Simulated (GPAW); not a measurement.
# How the form of the self-energy moves the gap of CsH (Pm-3m)

How much does the gap of CsH (Pm-3m) depend on the approximation to the self-energy?

Program: GPAW 26.7.0. Level of theory: LDA and many-body steps on it, plane waves. Results are calculated unless marked as measured.

This is a report of a sequence of runs, with most program output left out.

### 1. Set-up

Symmetry: Pm-3m, No. 221, cubic system. The conventional cell has a = 3.818 Å, b = 3.818 Å, c = 3.818 Å, α = 90.00°, β = 90.00°, γ = 90.00°. Nearest to Cs lie 8 H at 3.31 Å. Nearest to H lie 8 Cs at 3.31 Å. Farther neighbours are not listed.

As a file:

```
Cs H
1.0
     3.81841    0.00000    0.00000
     0.00000    3.81841    0.00000
     0.00000    0.00000    3.81841
Cs H
1 1
Direct
  0.00000 0.00000 0.00000
  0.50000 0.50000 0.50000
```

The cell and positions are those that the Materials Project relaxed with its own functionals (PBE, PBE+U or r2SCAN), kept fixed. Spin-orbit coupling is left out unless a step names it.

### 2. Empty states on the mesh, 4×4×4 mesh, 509 bands

This step: GPAW 26.7.0; DFT, LDA, plane waves, PAW.

The sums over transitions need many empty states on a uniform mesh; this step solves for them.

File run.py:

```python
import json
import numpy as np
from gpaw.mpi import world
from gpaw import GPAW

calc = GPAW('gs.gpw').fixed_density(kpts={'size': (4, 4, 4), 'gamma': True},
    parallel={'domain': 1, 'band': 1},
    txt='nscf.txt')
calc.diagonalize_full_hamiltonian(nbands=509)
calc.write('full.gpw', mode='all')
res = {}
kpts = calc.get_ibz_k_points()
res['kpts'] = kpts
res['eigenvalues'] = [calc.get_eigenvalues(kpt=k) for k in range(len(kpts))]
res['n_electrons'] = calc.get_number_of_electrons()

if world.rank == 0:
    with open('result.json', 'w') as f:
        json.dump(res, f, default=lambda x: x.tolist())
```

Started as:

```
$ mpirun -n 4 gpaw python run.py
```

Wall time 21 s (4 MPI ranks of Arm Neoverse V2, shared host); peak memory 1.8 GiB.

This step gave:

```yaml
gap: 2.272 eV
k_of_the_valence_top: 0.5, 0.5, 0.5
k_of_the_conduction_bottom: 0.5, 0, 0
least_direct_gap: 2.457 eV
k_points_computed: 10
lowest_point_of_the_top_converged_band_above_the_valence_top: 240.1072 eV
```

On this mesh the gap is 2.272 eV.

### 3. G0W0, Godby-Needs plasmon pole

Now the one-shot GW correction: screening in the RPA, then the self-energy of the levels asked for.

This step: G0W0 on LDA, plane waves, PAW.

File run.py:

```python
import json
import numpy as np
from gpaw.mpi import world
from gpaw.response.g0w0 import G0W0

gw = G0W0('full.gpw',
    filename='gw',
    kpts=[0, 4, 9],
    bands=(3, 7),
    ecut=150,
    nbands=232,
    integrate_gamma='WS',
    ppa=True)
gw.calculate()
res = {mode: {k: v for k, v in r.items() if k != 'sigma_eskwn'}
       for mode, r in gw.all_results.items()}

if world.rank == 0:
    with open('result.json', 'w') as f:
        json.dump(res, f, default=lambda x: x.tolist())
```

Started as:

```
$ mpirun -n 4 gpaw python run.py
```

Run time: 95 s. Hardware: 4 MPI ranks; peak memory 1.2 GiB; 6.3 min of CPU time.

This step gave:

```
G0W0 gap on the points computed              : 4.508 eV
least direct G0W0 gap on the computed points : 4.594 eV
Z at the valence top                         : 0.7849
Z at the conduction bottom                   : 0.8372
starting gap on the mesh                     : 2.272 eV
k of the valence top                         : 0.5, 0.5, 0.5
k of the conduction bottom                   : 0.5, 0, 0
```

The gap on the mesh goes from 2.27 eV to 4.51 eV, a correction of +2.24 eV.

### 4. One-shot HSE06

This step: one-shot HSE06 levels on LDA orbitals, plane waves, PAW.

File run.py:

```python
import json
import numpy as np
from gpaw.mpi import world
from gpaw.hybrids.eigenvalues import non_self_consistent_eigenvalues

dft, vxc, vxc_hyb = non_self_consistent_eigenvalues('full.gpw', 'HSE06', 3, 7, kpt_indices=[0, 4, 9])
res = {'dft': dft[0], 'hybrid': (dft - vxc + vxc_hyb)[0]}
if world.rank == 0:
    with open('hybrid.txt', 'w') as f:
        for k, e0, e1 in zip([0, 4, 9], res['dft'], res['hybrid']):
            print(k, ' '.join(f'{x:9.4f}' for x in e0), '|', ' '.join(f'{x:9.4f}' for x in e1), file=f)

if world.rank == 0:
    with open('result.json', 'w') as f:
        json.dump(res, f, default=lambda x: x.tolist())
```

Started as:

```
$ mpirun -n 4 gpaw python run.py
```

The job ended after 2.7 s (4 MPI ranks; peak memory 0.74 GiB; 11 s of CPU time).

This step gave:

| Item | Value |
| --- | --- |
| starting gap on the mesh | 2.272 eV |
| hybrid gap on the mesh | 3.758 eV |
| least direct hybrid gap on the computed points | 3.827 eV |

### 5. G0W0, extrapolated in the cutoff

This step: G0W0 on LDA, plane waves, PAW.

File run.py:

```python
import json
import numpy as np
from gpaw.mpi import world
from gpaw.response.g0w0 import G0W0

gw = G0W0('full.gpw',
    filename='gw',
    kpts=[0, 4, 9],
    bands=(3, 7),
    ecut=250.0,
    integrate_gamma='WS',
    ppa=True,
    ecut_extrapolation=True)
gw.calculate()
res = {mode: {k: v for k, v in r.items() if k != 'sigma_eskwn'}
       for mode, r in gw.all_results.items()}

if world.rank == 0:
    with open('result.json', 'w') as f:
        json.dump(res, f, default=lambda x: x.tolist())
```

Started as:

```
$ mpirun -n 4 gpaw python run.py
```

It took 23 min on 4 MPI ranks; peak memory 1.7 GiB.

Numbers from this step:

| Quantity | Value |
| --- | --- |
| quasiparticle gap on the points computed | 4.530 eV |
| least direct quasiparticle gap on the computed points | 4.649 eV |
| Z at the valence top | 0.7841 |
| Z at the conduction bottom | 0.8369 |
| starting gap on the mesh | 2.272 eV |
| k of the valence top | 0.5, 0.5, 0.5 |
| k of the conduction bottom | 0.5, 0, 0 |
| gaps at the cutoffs of the extrapolation | 4.520, 4.521, 4.522 eV |

Against G0W0 in GPAW (4×4×4 mesh, 232 bands, screening to 150 eV, Godby-Needs plasmon pole), the gap moves by +0.022 eV.

### 6. One-shot Hartree-Fock

This step: one-shot Hartree-Fock levels on LDA orbitals, plane waves, PAW.

File run.py:

```python
import json
import numpy as np
from gpaw.mpi import world
from gpaw.hybrids.eigenvalues import non_self_consistent_eigenvalues

dft, vxc, vxc_hyb = non_self_consistent_eigenvalues('full.gpw', 'EXX', 3, 7, kpt_indices=[0, 4, 9])
res = {'dft': dft[0], 'hybrid': (dft - vxc + vxc_hyb)[0]}
if world.rank == 0:
    with open('hybrid.txt', 'w') as f:
        for k, e0, e1 in zip([0, 4, 9], res['dft'], res['hybrid']):
            print(k, ' '.join(f'{x:9.4f}' for x in e0), '|', ' '.join(f'{x:9.4f}' for x in e1), file=f)

if world.rank == 0:
    with open('result.json', 'w') as f:
        json.dump(res, f, default=lambda x: x.tolist())
```

Started as:

```
$ mpirun -n 4 gpaw python run.py
```

The job ended after 3 s (4 MPI ranks; peak memory 0.69 GiB; 12 s of CPU time).

Numbers from this step:

| Item | Value |
| --- | --- |
| starting gap on the mesh | 2.272 eV |
| hybrid gap on the mesh | 9.707 eV |
| least direct hybrid gap on the computed points | 9.707 eV |

### 7. G0W0, full frequency, Hilbert transform

This step: G0W0 on LDA, plane waves, PAW.

File run.py:

```python
import json
import numpy as np
from gpaw.mpi import world
from gpaw.response.g0w0 import G0W0

gw = G0W0('full.gpw',
    filename='gw',
    kpts=[0, 4, 9],
    bands=(3, 7),
    ecut=150,
    nbands=232,
    integrate_gamma='WS',
    frequencies={'type': 'nonlinear', 'domega0': 0.1, 'omega2': 15.0},
    eta=0.1,
    nblocksmax=True)
gw.calculate()
res = {mode: {k: v for k, v in r.items() if k != 'sigma_eskwn'}
       for mode, r in gw.all_results.items()}

if world.rank == 0:
    with open('result.json', 'w') as f:
        json.dump(res, f, default=lambda x: x.tolist())
```

Started as:

```
$ mpirun -n 4 gpaw python run.py
```

Wall time 3 min (4 MPI ranks); peak memory 2.2 GiB; 12 min of CPU time.

This step gave:

```
G0W0 gap on the points computed              : 4.406 eV
least direct G0W0 gap on the computed points : 4.472 eV
starting gap on the mesh                     : 2.272 eV
k of the valence top                         : 0.5, 0.5, 0.5
k of the conduction bottom                   : 0.5, 0, 0
```

Against G0W0 in GPAW (4×4×4 mesh, 232 bands, screening to 150 eV, Godby-Needs plasmon pole), the gap moves by −0.101 eV.

### 8. The runs together

Times are wall times on 4 MPI ranks of Arm Neoverse V2, shared host, good to a factor of about two.

```
                                    run   mesh  bands  screening cutoff (eV)  DFT gap (eV)  gap on the mesh (eV)  direct (eV)    time
         G0W0, Godby-Needs plasmon pole  4×4×4    232                    150         2.272                 4.508        4.594    95 s
                         one-shot HSE06  4×4×4      -                      -         2.272                 3.758        3.827   2.7 s
       G0W0, extrapolated in the cutoff  4×4×4      -                    250         2.272                 4.530        4.649  23 min
                  one-shot Hartree-Fock  4×4×4      -                      -         2.272                 9.707        9.707     3 s
G0W0, full frequency, Hilbert transform  4×4×4    232                    150         2.272                 4.406        4.472   3 min
```

### 9. What came out

| Item | Value |
| --- | --- |
| G0W0, Godby-Needs plasmon pole | 4.508 eV |
| one-shot HSE06 | 3.758 eV |
| G0W0, extrapolated in the cutoff | 4.530 eV |
| one-shot Hartree-Fock | 9.707 eV |
| G0W0, full frequency, Hilbert transform | 4.406 eV |
| known limits | not at the basis limit; no spin-orbit coupling; coarse k mesh |

What this shows: One-shot HSE06: −0.749 eV against G0W0, Godby-Needs plasmon pole. G0W0, extrapolated in the cutoff: +0.022 eV against G0W0, Godby-Needs plasmon pole, at other bands or cutoff, so not like for like. One-shot Hartree-Fock: +5.199 eV against G0W0, Godby-Needs plasmon pole. G0W0, full frequency, Hilbert transform: −0.101 eV against G0W0, Godby-Needs plasmon pole. Bare exchange alone opens the gap to 9.71 eV; against G0W0, correlation takes back 5.20 eV. One-shot hybrid levels are evaluated on the LDA orbitals. Bands and cutoff are finite, so the gap is not at the basis limit. The miss can reach some tenths of an eV and take either sign; the mesh is an error of its own. These stock PAW sets were not made for GW. In the G0W0 runs levels were corrected at 3 k points alone, so a gap called «on the mesh» is the least over those, and an edge elsewhere would be missed. The program warns of a poor linear fit in the extrapolation of some level, so the extrapolated values are rough. The 4×4×4 mesh is coarse for this cell, which bears on the long-range parts of exchange and screening. The many-body steps are scalar-relativistic: spin-orbit coupling is not in them.

[Paths, hosts, dates, memory and timing lines, banners, echoed tables and standing remarks are left out of the program output.]

[Logs are printed without paths, hosts, clocks, repeated set-up lines and the standing remarks that a program may print on its own settings, such as how far it seeks lower states.]

[Runs of the session that timed out or met a known fault of the program may be left out.]

[Hosts, paths, dates, database ids (printed as entryN), source tags and the programs' standing remarks are cut or masked in the printed files.]
